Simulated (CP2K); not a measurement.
Two runs for the C K edge of 2-nitrosooxazole. Run A: CP2K XAS_TDP, all-electron GAPW, PBEh(45%), aug-cc-pVDZ, TDA, no relativity. Run B differs in one setting.

First lines with a strength over 0.0015. A:

| atom | energy (eV) | states | strength, one atom |
| --- | --- | --- | --- |
| C3 (bonded to 2 N and O) | 282.70 | 1 | 0.0214 |
|  | 285.24 | 1 | 0.0450 |
|  | 287.45 | 1 | 0.0203 |
|  | 287.72 | 1 | 0.0019 |
|  | 288.54 | 1 | 0.0044 |
| C5 (bonded to C, N and H) | 282.64 | 1 | 0.0566 |
|  | 285.56 | 1 | 0.0118 |
|  | 286.40 | 1 | 0.0017 |
|  | 286.60 | 1 | 0.0032 |
|  | 287.08 | 1 | 0.0036 |
| C6 (bonded to C, O and H) | 282.01 | 1 | 0.0478 |
|  | 285.17 | 1 | 0.0117 |
|  | 286.41 | 1 | 0.0224 |
|  | 286.81 | 1 | 0.0158 |
|  | 287.67 | 1 | 0.0038 |

B:

```
                     atom  energy (eV)  states  strength, one atom
 C3 (bonded to 2 N and O)       287.03       1              0.0408
                                289.80       1              0.0338
                                291.81       1              0.0446
                                293.67       1              0.0218
                                294.06       1              0.0155
C5 (bonded to C, N and H)       286.57       1              0.0628
                                287.46       1              0.0017
                                290.22       1              0.0203
                                291.30       1              0.0067
                                291.62       1              0.0049
C6 (bonded to C, O and H)       286.11       1              0.0604
                                290.30       1              0.0068
                                290.86       1              0.0464
                                291.30       1              0.0181
                                292.67       1              0.0042
```

**Question.** Which was it: scalar relativity switched on, the basis, GW2X switched on, the functional?

The functional (functional from PBEh(45%) to PBEh(60%); the lines alone don't name the new value). A functional moves all lines by electronvolts and changes their spacings and strengths. Against PBEh(45%) in aug-cc-pVDZ, the leading lines move by +4.33 eV (C3, to 287.03), +3.93 eV (C5, to 286.57) and +4.10 eV (C6, to 286.11); the strength of C3's goes from 0.0214 to 0.0408. The next line of C3 over the strength cut lies 2.77 eV higher, against 2.54.

[Banner, clock and machine lines of the logs are left out without a mark of their own.]

[Logs are printed without paths, hosts, clocks, repeated set-up lines and the standing remarks that a program may print on its own settings, such as how far it seeks lower states.]

[Hosts, paths, dates, database ids (printed as entryN), source tags and the programs' standing remarks are cut or masked in the printed files.]
